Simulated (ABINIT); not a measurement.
# InGeH3 (Pm-3m): zone-centre phonons, part 3 of 3

Which modes does InGeH3 (Pm-3m) have at the zone centre?

ABINIT 10.8.3; DFT LDA, scalar-relativistic, plane waves, HGH norm-conserving pseudopotentials.

So far. Step 6 (Self-consistent run for the response): The cell stands at -0.48 GPa: the relaxation ran with a smoothed and higher cutoff, and the difference is a stress of the finite basis. Step 7 (Linear response at Γ): The acoustic modes at Γ come out as far as 0.6 cm⁻¹ from zero, where they should vanish, a small numerical error. The lowest optical mode is imaginary, 825i cm⁻¹, an instability at this level and on this k mesh. The relaxed cell has a = 3.840 Å (conventional setting).

The structure was built from a prototype and need not be the compound's stable phase.

## 8. Zone-centre analysis

anaddb reads the merged derivatives and imposes the acoustic sum rule.

Input file anaddb.abi:

```
ddb_filepath "gamma_DDB"
output_file "anaddb.abo"
outdata_prefix "anaddb"
asr 1
chneut 1
enunit 2
eivec 1
nph1l 1
qph1l 0.0 0.0 0.0 1.0
```

Input file mrgddb.in:

```
gamma_DDB
merged
2
dfpt_gammao_DDB
gso_DDB
```

On the command line:

```bash
mrgddb < mrgddb.in > mrgddb.log
OMP_NUM_THREADS=1 anaddb anaddb.abi > anaddb.log
```

anaddb.abo, the main output file:

```text
-outvars_anaddb: echo values of input variables ----------------------

 Miscellaneous information :
      enunit         2
       eivec         1
         asr         1
 First list of wavevector (reduced coord.) :
       nph1l         1
       qph1l
                     0.00000000E+00  0.00000000E+00  0.00000000E+00    1.000E+00

================================================================================

 read the DDB information and perform some checks

  ==== Info on the Cryst% object ====
 Real(R)+Recip(G) space primitive vectors, cartesian coordinates (Bohr,Bohr^-1):
 R(1)=  7.2559930  0.0000000  0.0000000  G(1)=  0.1378171  0.0000000  0.0000000
 R(2)=  0.0000000  7.2559930  0.0000000  G(2)=  0.0000000  0.1378171  0.0000000
 R(3)=  0.0000000  0.0000000  7.2559930  G(3)=  0.0000000  0.0000000  0.1378171
 Unit cell volume ucvol=  3.8202392E+02 bohr^3
 Angles (23,13,12)=  9.00000000E+01  9.00000000E+01  9.00000000E+01 degrees
 Time-reversal symmetry is present
 Reduced atomic positions [iatom, xred, symbol]:
    1)    0.0000000  0.0000000  0.0000000  In
    2)    0.5000000  0.5000000  0.5000000  Ge
    3)    0.5000000  0.5000000  0.0000000   H
    4)    0.5000000  0.0000000  0.5000000   H
    5)    0.0000000  0.5000000  0.5000000   H

 DDB file with 3 blocks has been read.

================================================================================

 Treat the first list of vectors

  Phonon wavevector (reduced coordinates) :  0.00000  0.00000  0.00000
 Phonon energies in Hartree :
  -3.757826E-03 -3.757826E-03 -3.757826E-03  0.000000E+00  0.000000E+00
   0.000000E+00  3.813047E-04  3.813047E-04  3.813047E-04  2.009470E-03
   2.009470E-03  2.009470E-03  2.234341E-03  2.234341E-03  2.234341E-03
 Phonon energies in meV     :
- -1.022557E+02 -1.022557E+02 -1.022557E+02  0.000000E+00  0.000000E+00
-  0.000000E+00  1.037583E+01  1.037583E+01  1.037583E+01  5.468046E+01
-  5.468046E+01  5.468046E+01  6.079951E+01  6.079951E+01  6.079951E+01
 Phonon frequencies in cm-1    :
- -8.247474E+02 -8.247474E+02 -8.247474E+02  0.000000E+00  0.000000E+00
-  0.000000E+00  8.368671E+01  8.368671E+01  8.368671E+01  4.410277E+02
-  4.410277E+02  4.410277E+02  4.903811E+02  4.903811E+02  4.903811E+02
 Phonon frequencies in Thz     :
- -2.472531E+01 -2.472531E+01 -2.472531E+01  0.000000E+00  0.000000E+00
-  0.000000E+00  2.508864E+00  2.508864E+00  2.508864E+00  1.322168E+01
-  1.322168E+01  1.322168E+01  1.470126E+01  1.470126E+01  1.470126E+01
 Phonon energies in Kelvin  :
- -1.186628E+03 -1.186628E+03 -1.186628E+03  0.000000E+00  0.000000E+00
-  0.000000E+00  1.204065E+02  1.204065E+02  1.204065E+02  6.345404E+02
-  6.345404E+02  6.345404E+02  7.055490E+02  7.055490E+02  7.055490E+02

 Eigendisplacements
 (will be given, for each mode : in cartesian coordinates
   for each atom the real part of the displacement vector,
   then the imaginary part of the displacement vector - absolute values smaller than 1.0d-7 are set to zero)
  Mode number    1   Energy   -3.757826E-03
 Attention : low frequency mode.
   (Could be unstable or acoustic mode)
-  1  1.79201436E-05  0.00000000E+00  0.00000000E+00
-     0.00000000E+00  0.00000000E+00  0.00000000E+00
-  2 -3.65835120E-04  0.00000000E+00  0.00000000E+00
-     0.00000000E+00  0.00000000E+00  0.00000000E+00
-  3  6.03702141E-04  0.00000000E+00  0.00000000E+00
-     0.00000000E+00  0.00000000E+00  0.00000000E+00
-  4  6.03702141E-04 -1.72344956E-06  0.00000000E+00
-     0.00000000E+00  0.00000000E+00  0.00000000E+00
-  5  2.31052325E-02  0.00000000E+00  0.00000000E+00
-     0.00000000E+00  0.00000000E+00  0.00000000E+00
  Mode number    2   Energy   -3.757826E-03
 Attention : low frequency mode.
   (Could be unstable or acoustic mode)
-  1  0.00000000E+00  1.79201436E-05  0.00000000E+00
-     0.00000000E+00  0.00000000E+00  0.00000000E+00
-  2  0.00000000E+00 -3.65835120E-04  0.00000000E+00
-     0.00000000E+00  0.00000000E+00  0.00000000E+00
-  3  0.00000000E+00  6.03702141E-04  0.00000000E+00
-     0.00000000E+00  0.00000000E+00  0.00000000E+00
-  4  0.00000000E+00  2.31052325E-02  0.00000000E+00
-     0.00000000E+00  0.00000000E+00  0.00000000E+00
-  5  1.72344956E-06  6.03702141E-04  0.00000000E+00
-     0.00000000E+00  0.00000000E+00  0.00000000E+00
  Mode number    3   Energy   -3.757826E-03
 Attention : low frequency mode.
   (Could be unstable or acoustic mode)
-  1  0.00000000E+00  0.00000000E+00  1.79201436E-05
-     0.00000000E+00  0.00000000E+00  0.00000000E+00
-  2  0.00000000E+00  0.00000000E+00 -3.65835121E-04
-     0.00000000E+00  0.00000000E+00  0.00000000E+00
-  3  0.00000000E+00  0.00000000E+00  2.31052325E-02
-     0.00000000E+00  0.00000000E+00  0.00000000E+00
-  4  0.00000000E+00  0.00000000E+00  6.03702143E-04
-     0.00000000E+00  0.00000000E+00  0.00000000E+00
-  5  0.00000000E+00  0.00000000E+00  6.03702143E-04
-     0.00000000E+00  0.00000000E+00  0.00000000E+00
  Mode number    4   Energy    0.000000E+00
 Attention : low frequency mode.
   (Could be unstable or acoustic mode)
-  1  0.00000000E+00  0.00000000E+00 -1.69717458E-03
-     0.00000000E+00  0.00000000E+00  0.00000000E+00
-  2  0.00000000E+00  0.00000000E+00 -1.69716006E-03
-     0.00000000E+00  0.00000000E+00  0.00000000E+00
-  3  0.00000000E+00  0.00000000E+00 -1.69715887E-03
-     0.00000000E+00  0.00000000E+00  0.00000000E+00
-  4  0.00000000E+00  0.00000000E+00 -1.69718358E-03
-     0.00000000E+00  0.00000000E+00  0.00000000E+00
-  5  0.00000000E+00  0.00000000E+00 -1.69718358E-03
-     0.00000000E+00  0.00000000E+00  0.00000000E+00
  Mode number    5   Energy    0.000000E+00
 Attention : low frequency mode.
   (Could be unstable or acoustic mode)
-  1  0.00000000E+00  1.69717457E-03  0.00000000E+00
-     0.00000000E+00  0.00000000E+00  0.00000000E+00
-  2  0.00000000E+00  1.69716006E-03  0.00000000E+00
-     0.00000000E+00  0.00000000E+00  0.00000000E+00
-  3  0.00000000E+00  1.69718358E-03  0.00000000E+00
-     0.00000000E+00  0.00000000E+00  0.00000000E+00
-  4  0.00000000E+00  1.69715887E-03  0.00000000E+00
-     0.00000000E+00  0.00000000E+00  0.00000000E+00
-  5  0.00000000E+00  1.69718358E-03  0.00000000E+00
-     0.00000000E+00  0.00000000E+00  0.00000000E+00
  Mode number    6   Energy    0.000000E+00
 Attention : low frequency mode.
   (Could be unstable or acoustic mode)
-  1  1.69717457E-03  0.00000000E+00  0.00000000E+00
-     0.00000000E+00  0.00000000E+00  0.00000000E+00
-  2  1.69716006E-03  0.00000000E+00  0.00000000E+00
-     0.00000000E+00  0.00000000E+00  0.00000000E+00
-  3  1.69718358E-03  0.00000000E+00  0.00000000E+00
-     0.00000000E+00  0.00000000E+00  0.00000000E+00
-  4  1.69718358E-03  0.00000000E+00  0.00000000E+00
-     0.00000000E+00  0.00000000E+00  0.00000000E+00
-  5  1.69715887E-03  0.00000000E+00  0.00000000E+00
-     0.00000000E+00  0.00000000E+00  0.00000000E+00
  Mode number    7   Energy    3.813047E-04
-  1  0.00000000E+00  0.00000000E+00 -1.37726013E-03
-     0.00000000E+00  0.00000000E+00  0.00000000E+00
-  2  0.00000000E+00  0.00000000E+00  2.08233543E-03
-     0.00000000E+00  0.00000000E+00  0.00000000E+00
-  3  0.00000000E+00  0.00000000E+00  2.37907447E-03
-     0.00000000E+00  0.00000000E+00  0.00000000E+00
-  4  0.00000000E+00  0.00000000E+00  2.25309021E-03
-     0.00000000E+00  0.00000000E+00  0.00000000E+00
-  5  0.00000000E+00  0.00000000E+00  2.25309021E-03
-     0.00000000E+00  0.00000000E+00  0.00000000E+00
  Mode number    8   Energy    3.813047E-04
-  1  0.00000000E+00 -1.37726013E-03  0.00000000E+00
-     0.00000000E+00  0.00000000E+00  0.00000000E+00
-  2  0.00000000E+00  2.08233543E-03  0.00000000E+00
-     0.00000000E+00  0.00000000E+00  0.00000000E+00
-  3  0.00000000E+00  2.25309021E-03  0.00000000E+00
-     0.00000000E+00  0.00000000E+00  0.00000000E+00
-  4  0.00000000E+00  2.37907447E-03  0.00000000E+00
-     0.00000000E+00  0.00000000E+00  0.00000000E+00
-  5  0.00000000E+00  2.25309021E-03  0.00000000E+00
-     0.00000000E+00  0.00000000E+00  0.00000000E+00
  Mode number    9   Energy    3.813047E-04
-  1  1.37726013E-03  0.00000000E+00  0.00000000E+00
-     0.00000000E+00  0.00000000E+00  0.00000000E+00
-  2 -2.08233543E-03  0.00000000E+00  0.00000000E+00
-     0.00000000E+00  0.00000000E+00  0.00000000E+00
-  3 -2.25309021E-03  0.00000000E+00  0.00000000E+00
-     0.00000000E+00  0.00000000E+00  0.00000000E+00
-  4 -2.25309021E-03  0.00000000E+00  0.00000000E+00
-     0.00000000E+00  0.00000000E+00  0.00000000E+00
-  5 -2.37907447E-03  0.00000000E+00  0.00000000E+00
-     0.00000000E+00  0.00000000E+00  0.00000000E+00
  Mode number   10   Energy    2.009470E-03
-  1  0.00000000E+00  0.00000000E+00  1.30435831E-05
-     0.00000000E+00  0.00000000E+00  0.00000000E+00
-  2  0.00000000E+00  0.00000000E+00 -4.52601363E-04
-     0.00000000E+00  0.00000000E+00  0.00000000E+00
-  3  0.00000000E+00  6.35146534E-07 -1.36615636E-03
-     0.00000000E+00  0.00000000E+00  0.00000000E+00
-  4  0.00000000E+00  0.00000000E+00  1.62421656E-02
-     0.00000000E+00  0.00000000E+00  0.00000000E+00
-  5  0.00000000E+00  6.35146534E-07  1.62421656E-02
-     0.00000000E+00  0.00000000E+00  0.00000000E+00
  Mode number   11   Energy    2.009470E-03
-  1  0.00000000E+00  1.30435831E-05  0.00000000E+00
-     0.00000000E+00  0.00000000E+00  0.00000000E+00
-  2  0.00000000E+00 -4.52601363E-04  0.00000000E+00
-     0.00000000E+00  0.00000000E+00  0.00000000E+00
-  3  3.92708707E-07  1.62421656E-02  0.00000000E+00
-     0.00000000E+00  0.00000000E+00  0.00000000E+00
-  4  3.92708707E-07 -1.36615636E-03 -6.35146489E-07
-     0.00000000E+00  0.00000000E+00  0.00000000E+00
-  5  0.00000000E+00  1.62421656E-02 -6.35146489E-07
-     0.00000000E+00  0.00000000E+00  0.00000000E+00
  Mode number   12   Energy    2.009470E-03
-  1  1.30435831E-05  0.00000000E+00  0.00000000E+00
-     0.00000000E+00  0.00000000E+00  0.00000000E+00
-  2 -4.52601363E-04  0.00000000E+00  0.00000000E+00
-     0.00000000E+00  0.00000000E+00  0.00000000E+00
-  3  1.62421656E-02 -3.92708635E-07  0.00000000E+00
-     0.00000000E+00  0.00000000E+00  0.00000000E+00
-  4  1.62421656E-02  0.00000000E+00  0.00000000E+00
-     0.00000000E+00  0.00000000E+00  0.00000000E+00
-  5 -1.36615636E-03 -3.92708635E-07  0.00000000E+00
-     0.00000000E+00  0.00000000E+00  0.00000000E+00
  Mode number   13   Energy    2.234341E-03
-  1  0.00000000E+00  0.00000000E+00  0.00000000E+00
-     0.00000000E+00  0.00000000E+00  0.00000000E+00
-  2  0.00000000E+00  0.00000000E+00  0.00000000E+00
-     0.00000000E+00  0.00000000E+00  0.00000000E+00
-  3  0.00000000E+00  7.88840046E-07  0.00000000E+00
-     0.00000000E+00  0.00000000E+00  0.00000000E+00
-  4  0.00000000E+00  0.00000000E+00 -1.64963404E-02
-     0.00000000E+00  0.00000000E+00  0.00000000E+00
-  5  0.00000000E+00 -7.88840046E-07  1.64963404E-02
-     0.00000000E+00  0.00000000E+00  0.00000000E+00
  Mode number   14   Energy    2.234341E-03
-  1  0.00000000E+00  0.00000000E+00  0.00000000E+00
-     0.00000000E+00  0.00000000E+00  0.00000000E+00
-  2  0.00000000E+00  0.00000000E+00  0.00000000E+00
-     0.00000000E+00  0.00000000E+00  0.00000000E+00
-  3  3.95566204E-07  1.64963404E-02  0.00000000E+00
-     0.00000000E+00  0.00000000E+00  0.00000000E+00
-  4 -3.95566204E-07  0.00000000E+00  7.88840046E-07
-     0.00000000E+00  0.00000000E+00  0.00000000E+00
-  5  0.00000000E+00 -1.64963404E-02 -7.88840046E-07
-     0.00000000E+00  0.00000000E+00  0.00000000E+00
  Mode number   15   Energy    2.234341E-03
-  1  0.00000000E+00  0.00000000E+00  0.00000000E+00
-     0.00000000E+00  0.00000000E+00  0.00000000E+00
-  2  0.00000000E+00  0.00000000E+00  0.00000000E+00
-     0.00000000E+00  0.00000000E+00  0.00000000E+00
-  3  1.64963404E-02 -3.95566204E-07  0.00000000E+00
-     0.00000000E+00  0.00000000E+00  0.00000000E+00
-  4 -1.64963404E-02  0.00000000E+00  0.00000000E+00
-     0.00000000E+00  0.00000000E+00  0.00000000E+00
-  5  0.00000000E+00  3.95566204E-07  0.00000000E+00
-     0.00000000E+00  0.00000000E+00  0.00000000E+00

 Analysis of degeneracies and characters (maximum tolerance=1.00E-06 a.u.)
 For each vibration mode, or group of modes if degenerate,
 the characters are given for each symmetry operation (see the list in the log file).
 Symmetry characters of vibration mode #   1
       degenerate with vibration modes #   2 to    3
  3.0 -3.0 -1.0  1.0 -1.0  1.0 -1.0  1.0  1.0 -1.0 -1.0  1.0  1.0 -1.0 -1.0  1.0
 -0.0  0.0  0.0 -0.0  0.0 -0.0 -0.0  0.0  1.0 -1.0 -1.0  1.0 -1.0  1.0  1.0 -1.0
 -0.0  0.0  0.0 -0.0 -0.0  0.0  0.0 -0.0  1.0 -1.0  1.0 -1.0 -1.0  1.0 -1.0  1.0
 Symmetry characters of vibration mode #   4
       degenerate with vibration modes #   5 to    6
  3.0 -3.0 -1.0  1.0 -1.0  1.0 -1.0  1.0  1.0 -1.0 -1.0  1.0  1.0 -1.0 -1.0  1.0
 -0.0  0.0 -0.0  0.0  0.0 -0.0  0.0 -0.0  1.0 -1.0 -1.0  1.0 -1.0  1.0  1.0 -1.0
 -0.0  0.0  0.0 -0.0  0.0 -0.0 -0.0  0.0  1.0 -1.0  1.0 -1.0 -1.0  1.0 -1.0  1.0
 Symmetry characters of vibration mode #   7
       degenerate with vibration modes #   8 to    9
  3.0 -3.0 -1.0  1.0 -1.0  1.0 -1.0  1.0  1.0 -1.0 -1.0  1.0  1.0 -1.0 -1.0  1.0
  0.0 -0.0  0.0 -0.0 -0.0  0.0 -0.0  0.0  1.0 -1.0 -1.0  1.0 -1.0  1.0  1.0 -1.0
  0.0 -0.0 -0.0  0.0 -0.0  0.0  0.0 -0.0  1.0 -1.0  1.0 -1.0 -1.0  1.0 -1.0  1.0
 Symmetry characters of vibration mode #  10
       degenerate with vibration modes #  11 to   12
  3.0 -3.0 -1.0  1.0 -1.0  1.0 -1.0  1.0  1.0 -1.0 -1.0  1.0  1.0 -1.0 -1.0  1.0
  0.0 -0.0 -0.0  0.0  0.0 -0.0  0.0 -0.0  1.0 -1.0 -1.0  1.0 -1.0  1.0  1.0 -1.0
  0.0 -0.0  0.0 -0.0  0.0 -0.0 -0.0  0.0  1.0 -1.0  1.0 -1.0 -1.0  1.0 -1.0  1.0
 Symmetry characters of vibration mode #  13
       degenerate with vibration modes #  14 to   15
  3.0 -3.0 -1.0  1.0 -1.0  1.0 -1.0  1.0 -1.0  1.0  1.0 -1.0 -1.0  1.0  1.0 -1.0
  0.0 -0.0  0.0 -0.0 -0.0  0.0 -0.0  0.0 -1.0  1.0  1.0 -1.0  1.0 -1.0 -1.0  1.0
  0.0 -0.0 -0.0  0.0 -0.0  0.0  0.0 -0.0 -1.0  1.0 -1.0  1.0  1.0 -1.0  1.0 -1.0
-
```

It took 0.51 s on 1 thread of Arm Neoverse V1, shared host.

No LO-TO term; unit eigenvectors of the mass-weighted matrix, from anaddb's displacements. The modes at Γ (shares of kinetic energy by element, %) (negative means imaginary):

```
mode  frequency (cm⁻¹)  symmetry  In %  Ge %  H %
   1            -824.7       T1u     0     2   98
   2            -824.7       T1u     0     2   98
   3            -824.7       T1u     0     2   98
   4               0.0  acoustic    60    38    2
   5               0.0  acoustic    60    38    2
   6               0.0  acoustic    60    38    2
   7              83.7       T1u    40    57    3
   8              83.7       T1u    40    57    3
   9              83.7       T1u    40    57    3
  10             441.0       T1u     0     3   97
  11             441.0       T1u     0     3   97
  12             441.0       T1u     0     3   97
  13             490.4       T2u     0     0  100
  14             490.4       T2u     0     0  100
  15             490.4       T2u     0     0  100
```

Displacements in mode 3 (-824.7 cm⁻¹), the largest set to 1:
```
In1  0.00  0.00  0.00
Ge2  0.00  0.00 -0.02
H3   0.00  0.00  1.00
H4   0.00  0.00  0.03
H5   0.00  0.00  0.03
```

Displacements in mode 7 (83.7 cm⁻¹), the largest set to 1:
```
In1  0.00  0.00 -0.58
Ge2  0.00  0.00  0.88
H3   0.00  0.00  1.00
H4   0.00  0.00  0.95
H5   0.00  0.00  0.95
```

The rule moves no optical mode by more than 0.1 cm⁻¹.

## 9. Summary of results

```json
{"space group after relaxation": "Pm-3m", "volume per atom": "11.3 Å³", "highest optical zone-centre mode (no LO-TO term)": "490.4 cm⁻¹", "lowest optical zone-centre mode": "-824.8 cm⁻¹", "imaginary optical modes at the zone centre (no q mesh in this session)": "yes"}
```

What this shows: At the LDA level the optical modes of InGeH3 (Pm-3m) at the zone centre run from 825i to 490 cm⁻¹, so the structure is a saddle point, with 3 modes beyond 10i cm⁻¹ there. The base run prints -0.48 GPa, mostly the error of a finite basis; the relaxation, with a smoothed and higher cutoff, had brought the cell to rest. These are harmonic frequencies: anharmonic shifts and widths and the lattice's thermal expansion are left out. The Fermi-Dirac smearing of 0.01 Ha is an electronic temperature of 3158 K, which adds a pressure of its own and can shift the volume and soft modes. The HGH files keep few electrons and have no core correction, which is cheap but rough for Ge and In. In a metal the frequencies hang on the k mesh and the smearing, most of all near Kohn anomalies. The structure is a hypothetical one, built on a prototype.

[Host names and launcher messages were left out of these logs when they were recorded.]

[Logs are printed without paths, hosts, clocks, repeated set-up lines and the standing remarks that a program may print on its own settings, such as how far it seeks lower states.]

[Hosts, paths, dates, database ids (printed as entryN), source tags and the programs' standing remarks are cut or masked in the printed files.]
